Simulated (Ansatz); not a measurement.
# What SnGe2 (model cell, started as cuprite) distorts into

Wanted: the energy along a soft mode of SnGe2 (model cell, started as cuprite) and the structure at the end.

Method: DFT PBEsol, scalar-relativistic, plane waves, PAW, in Ansatz 0.2.0.

Report form: inputs, costs, results and the conclusion, without the logs.

The structure was built from a prototype and need not be the compound's stable phase.

## Step 1: The structure

Symmetry: Pn-3m, No. 224, cubic system. The conventional cell has a = 5.946 Å, b = 5.946 Å, c = 5.946 Å, α = 90.00°, β = 90.00°, γ = 90.00°. Nearest to Sn lie 4 Ge at 2.57 Å. Nearest to Ge lie 2 Sn at 2.57 Å. Farther neighbours, and contacts between anions beyond the nearest, are not listed.

## Step 2: The dispersion

Stability and thermal properties need the whole zone. Linear response on a 2×2×2 q mesh gives force constants as far as a supercell of that size would.

input.yaml

```yaml
crystal:
  lattice:
    - [5.9457589544, 0.0, 0.0]
    - [0.0, 5.9457589544, 0.0]
    - [0.0, 0.0, 5.9457589544]
  atoms:
    - { symbol: Sn, position: [0.0, 0.0, 0.0] }
    - { symbol: Sn, position: [0.5, 0.5, 0.5] }
    - { symbol: Ge, position: [0.25, 0.25, 0.25] }
    - { symbol: Ge, position: [0.75, 0.75, 0.25] }
    - { symbol: Ge, position: [0.75, 0.25, 0.75] }
    - { symbol: Ge, position: [0.25, 0.75, 0.75] }
kpoints:
  mp_grid: { grid: [6, 6, 6] }
hamiltonian:
  xc: pbesol
scf:
  occupations: { method: methfessel_paxton, width: 0.2 }
output:
  eigenvalues: true
phonons:
  method: dfpt
  qmesh: [2, 2, 2]
  temperatures: { t_max: 1000, t_step: 50 }
  qpath:
    path:
      - [[0.0, 0.0, 0.0], [0.0, 0.5, 0.0], [0.5, 0.5, 0.0], [0.0, 0.0, 0.0], [0.5, 0.5, 0.5], [0.0, 0.5, 0.0]]
      - [[0.5, 0.5, 0.5], [0.5, 0.5, 0.0]]
    npoints: 10
```

Run with:

```console
$ ansatz run input.yaml --threads 8 --pin off --max-ram 14336MiB --backend cpu --events-out ev --progress --plain --runs-dir out
```

Wall time 4.9 min (8 threads of Arm Neoverse N1, shared host); peak memory 3.3 GiB.

This step gave:

- volume per atom: 35.03 Å³
- gap on the k-mesh: 0 eV
- sum-rule residual before enforcement: 6.44e-5 eV/Å²
- lowest frequency on the path: -124.8 cm⁻¹
- point group: m-3m
- highest frequency on path, mesh or solved points: 259.0 cm⁻¹
- highest optical mode at the zone centre (no LO-TO term): 258.1 cm⁻¹
- lowest optical zone-centre mode: -111.8 cm⁻¹
- lowest mode on the q mesh (acoustic modes at Γ apart): -124.8 cm⁻¹

Frequencies (cm⁻¹) solved at each irreducible wavevector; negative means imaginary. Frequencies by wavevector, by row:

```tsv
q in reciprocal lattice units	star	mode 1	mode 2	mode 3	mode 4	mode 16	mode 17	mode 18
0 0 0	1	-111.8	-111.8	-111.8	-111.5	258.1	258.1	258.1
0 0 -0.5	3	-119.4	-119.4	-104.3	-104.3	241.2	259	259
0 -0.5 -0.5	3	-114.8	-114.8	-105.2	-105.2	236.5	255.8	255.8
-0.5 -0.5 -0.5	1	-124.8	-124.8	-124.8	-84.4	259	259	259
```

Interpolated from a 2×2×2 q mesh. Phonon branches along the path, in cm⁻¹:

```tsv
point	branch 1	branch 2	branch 3	branch 4	branch 15	branch 16	branch 17	branch 18
Γ	-112	-112	-112	-112	217	258	258	258
halfway	-116	-116	-111	-105	226	254	258	258
X	-119	-119	-104	-104	241	241	259	259
halfway	-115	-115	-109	-109	239	239	258	258
M	-115	-115	-105	-105	236	236	256	256
halfway	-114	-114	-110	-110	229	250	257	258
Γ	-112	-112	-112	-112	217	258	258	258
halfway	-118	-118	-101	-101	227	249	258	258
R	-125	-125	-125	-84	210	259	259	259
halfway	-120	-118	-108	-103	226	248	257	258
X	-119	-119	-104	-104	241	241	259	259
jump to R	-125	-125	-125	-84	210	259	259	259
halfway	-122	-122	-114	-93	219	252	257	257
M	-115	-115	-105	-105	236	236	256	256
```

Symmetry leaves 4 wavevectors to solve. The lowest mode among them, the acoustic zeros apart, lies at q = (-0.5, -0.5, -0.5) and is imaginary, 124.8i cm⁻¹, so the energy falls along it.

## Step 3: The mode frozen in, largest atomic shift 0 Å

The mode followed lies at q = (-0.5, -0.5, -0.5) with frequency 124.8i cm⁻¹ and is 3-fold degenerate, the softest among the wavevectors solved. At small amplitude the pattern taken leaves space group no. 141 by a symmetry search on the positions. The undistorted cell that holds it gives the zero of energy on the same k mesh.

System of this step: SnGe2 (model cell, started as cuprite). It takes space group Pn-3m (No. 224, cubic). Conventional cell: a = 5.946 Å, b = 5.946 Å, c = 5.946 Å, α = 90.00°, β = 90.00°, γ = 90.00°. Nearest to Sn lie 4 Ge at 2.57 Å. Nearest to Ge lie 2 Sn at 2.57 Å. Farther neighbours, and contacts between anions beyond the nearest, are not listed.

input.yaml

```yaml
crystal:
  lattice:
    - [5.9457589544, 5.9457589544, 0.0]
    - [5.9457589544, 0.0, 5.9457589544]
    - [5.9457589544, 0.0, -5.9457589544]
  atoms:
    - { symbol: Sn, position: [0.0, 0.5, 0.5] }
    - { symbol: Sn, position: [0.0, 0.0, 1.0] }
    - { symbol: Sn, position: [0.5, 0.25, 0.75] }
    - { symbol: Sn, position: [0.5, 0.75, 0.25] }
    - { symbol: Ge, position: [0.25, 0.125, 0.875] }
    - { symbol: Ge, position: [0.25, 0.625, 0.375] }
    - { symbol: Ge, position: [0.75, 0.125, 0.875] }
    - { symbol: Ge, position: [0.75, 0.625, 0.375] }
    - { symbol: Ge, position: [0.25, 0.625, 0.875] }
    - { symbol: Ge, position: [0.25, 0.125, 0.375] }
    - { symbol: Ge, position: [0.75, 0.125, 0.375] }
    - { symbol: Ge, position: [0.75, 0.625, 0.875] }
kpoints:
  mp_grid: { grid: [6, 6, 6] }
hamiltonian:
  xc: pbesol
scf:
  occupations: { method: methfessel_paxton, width: 0.2 }
output:
  forces: true
  stress: true
  eigenvalues: true
```

It took 8.8 s on 8 threads; peak memory 2.1 GiB.

Numbers from this step:

```
pressure                         : 0.1212 GPa
energy from the undistorted cell : 0 meV/atom
```

The run ends at a pressure of 0.12 GPa.

## Step 4: The mode frozen in, largest atomic shift 0.6 Å

The atoms are moved along the unstable eigenvector, the largest shift by 0.6 Å, with the cell fixed.

input.yaml

```yaml
crystal:
  lattice:
    - [5.9457589544, 5.9457589544, 0.0]
    - [5.9457589544, 0.0, 5.9457589544]
    - [5.9457589544, 0.0, -5.9457589544]
  atoms:
    - { symbol: Sn, position: [0.0347909704, 0.4826045148, 0.4826045148] }
    - { symbol: Sn, position: [-0.0347909704, 0.0173954852, 1.0173954852] }
    - { symbol: Sn, position: [0.4652090296, 0.2673954852, 0.7673954852] }
    - { symbol: Sn, position: [0.5347909704, 0.7326045148, 0.2326045148] }
    - { symbol: Ge, position: [0.3234218406, 0.0393374789, 0.8382890797] }
    - { symbol: Ge, position: [0.1765781594, 0.7106625211, 0.4117109203] }
    - { symbol: Ge, position: [0.8234218406, 0.0882890797, 0.7893374789] }
    - { symbol: Ge, position: [0.6765781594, 0.6617109203, 0.4606625211] }
    - { symbol: Ge, position: [0.3234218406, 0.6372406805, 0.8382890797] }
    - { symbol: Ge, position: [0.1765781594, 0.1127593195, 0.4117109203] }
    - { symbol: Ge, position: [0.8234218406, 0.0882890797, 0.3872406805] }
    - { symbol: Ge, position: [0.6765781594, 0.6617109203, 0.8627593195] }
kpoints:
  mp_grid: { grid: [6, 6, 6] }
hamiltonian:
  xc: pbesol
scf:
  occupations: { method: methfessel_paxton, width: 0.2 }
output:
  forces: true
  stress: true
  eigenvalues: true
```

It took 17 s on 8 threads; peak memory 2.5 GiB.

This step gave:

| Quantity | Value |
| --- | --- |
| pressure | -3.881 GPa |
| energy from the undistorted cell | -472.2 meV/atom |

The energy, extrapolated to zero smearing, is -472.20 meV/atom against the undistorted cell.

The run ends at a pressure of -3.88 GPa, with forces up to 1.7 eV/Å.

## Step 5: Energy along the mode, all amplitudes (two of the runs are shown above)

An imaginary frequency means negative curvature, so the energy should fall and then rise again as anharmonic terms take over.

This step gave:

```
depth at the lowest point sampled  : 472.2 meV/atom
largest atomic shift at that point : 0.6 Å
```

The energy from the parent by largest atomic shift:

```tsv
largest atomic shift (Å)	energy from the parent (meV/atom)
0.000	0
0.040	-2.38
0.080	-9.64
0.140	-30.3
0.220	-76.1
0.320	-158
0.450	-297
0.600	-472
```

Displacement at unit largest shift by atom:

```tsv
atom	x (Å)	y (Å)	z (Å)	size
Sn1	0.00	0.34	0.00	0.34
Sn2	0.00	-0.34	0.00	0.34
Sn3	0.00	-0.34	0.00	0.34
Sn4	0.00	0.34	0.00	0.34
Ge5	-0.48	0.73	-0.48	1.00
Ge6	0.48	-0.73	0.48	1.00
Ge7	-0.48	0.73	0.48	1.00
Ge8	0.48	-0.73	-0.48	1.00
Ge9	0.48	0.73	0.48	1.00
Ge10	-0.48	-0.73	-0.48	1.00
Ge11	0.48	0.73	-0.48	1.00
Ge12	-0.48	-0.73	0.48	1.00
```

The energy still falls at the last step, so the rise lies beyond the steps tried.

## Step 6: Relaxing from the distorted cell

Starting from the lowest point found, all atoms and the cell are let go, so that strain and other modes of the same symmetry can join in.

input.yaml, as its differences from that of step 4:

```diff
@@ -28 +28,6 @@
   eigenvalues: true
+relax:
+  adjacent_minimum: "off"
+  f_tol: 0.002
+  max_steps: 120
+  cell: { stress_tol: 0.03 }
```

It took 5.5 min on 8 threads; peak memory 2.6 GiB.

The steps of the relaxation:

```tsv
step	energy less that of the first step (eV)	largest force component (eV/Å)	pressure (GPa)	volume (Å³)
1	0.0000	1.1934	-3.88	420.39
2	-2.9714	0.9576	-2.76	393.87
3	-3.6608	0.6638	1.50	372.41
4	-3.9885	0.2440	-0.28	380.55
5	-4.2204	0.0674	0.14	394.04
6	-4.3860	0.1444	0.23	405.44
7	-4.4706	0.0604	0.03	410.89
8	-4.4635	0.2355	0.32	420.41
9	-4.4904	0.0069	0.03	415.68
10	-4.4909	0.0035	-0.01	416.80
11	-4.4909	0.0003	0.00	416.86
12*	-4.4961	0.0009	0.03	416.86
13	-4.4965	0.0043	0.02	417.66
14	-4.4965	0.0015	0.00	418.10
15*	-4.4967	0.0015	0.00	418.10
```

Relaxation steps marked * repeat the geometry before them on a plane-wave basis chosen anew for their cell, so energy and pressure can jump there. Relaxation step 8 was tried and not accepted.

Forces are held to the 16 operations that the program found; a distortion that breaks them can't arise in this run.

```tsv
conventional cell, symmetrised	before	after	change
a (Å)	8.409	7.989	-5.0 %
b (Å)	8.409	7.989	-5.0 %
c (Å)	11.892	13.100	+10.2 %
volume (Å³/atom)	35.03	34.84	-0.5 %
```

The atoms that moved most (Å, as changes of fractional coordinates times the final cell):

```tsv
atom	dx	dy	dz	length
Sn2	0.000	0.715	0.000	0.715
Sn4	0.000	-0.715	0.000	0.715
Sn3	0.000	0.715	0.000	0.715
Sn1	0.000	-0.715	0.000	0.715
Ge12	-0.034	-0.563	0.034	0.565
Ge11	0.034	0.563	-0.034	0.565
Ge8	0.034	-0.563	-0.034	0.565
Ge7	-0.034	0.563	0.034	0.565
```

The relaxed structure:

```xyz
12
Lattice="5.6494 6.5502 0.0000 5.6494 0.0000 5.6494 5.6494 0.0000 -5.6494" Properties=species:S:1:pos:R:3 pbc="T T T"
Sn    5.6494   -0.4872    0.0000
Sn    5.6494    0.4872   -5.6494
Sn    8.4741    3.7623   -2.8247
Sn    8.4741    2.7879    2.8247
Ge    6.7514    2.6814   -4.5473
Ge    7.3720    0.5937    1.7226
Ge    9.5761    5.9565   -3.9267
Ge   10.1967    3.8688    1.1020
Ge   10.1967    2.6814   -1.1020
Ge    3.9267    0.5937   -1.7226
Ge    7.3720    5.9565   -1.7226
Ge   12.4008    3.8688   -1.1020
```

Numbers from this step:

| Property | Result |
| --- | --- |
| pressure | -0.001689 GPa |
| volume per atom | 34.84 Å³ |

The distorted start has space group I4_1/amd; the relaxation ends in I4_1/amd.

## Step 7: Summary of results

| Quantity | Value |
| --- | --- |
| unstable mode of the parent | q = (-0.5, -0.5, -0.5), 125i cm⁻¹ |
| depth at the lowest point sampled | 472 meV/atom |
| largest atomic shift at that point | 0.6 Å |
| space group reached | I4_1/amd |
| energy gained over the parent (first relaxation, on the mesh of the frozen mode) | 847 meV/atom |
| volume per atom, phase reached | 34.8 Å³ |

In words: Along this mode the structure falls into I4_1/amd, 847 meV/atom below the parent. At the parent's cell the well is 472.2 meV/atom deep on the steps tried, with its lowest point at a shift of 0.6 Å. That is the last step tried, so the steps alone don't bracket the bottom of the well. Relaxing atoms and cell changes the gain by +374.78 meV/atom against the lowest step (energies at zero smearing). The modes of the phase reached were not computed. Of the 4 patterns followed from this parent, this one ends 100 meV/atom above the lowest, Ibam. Each path keeps the symmetry of its pattern, so a lower phase may lie along a pattern not tried. With no gap, or one that is small against the smearing, the frequencies hang on the k mesh and the smearing, most of all near Kohn anomalies. Spin-orbit coupling is left out, which can matter for the heavy elements here. The starting cell was built on a prototype and not taken from a measurement, so the phase need not exist.

[Long decimals in the printed logs are rounded to 6 places.]

[Logs are printed without paths, hosts, clocks, repeated set-up lines and the standing remarks that a program may print on its own settings, such as how far it seeks lower states.]

[Hosts, paths, dates, database ids (printed as entryN), source tags and the programs' standing remarks are cut or masked in the printed files.]

[Where the starting crystal was built by hand or by swapping elements, it need not be the compound's stable phase.]
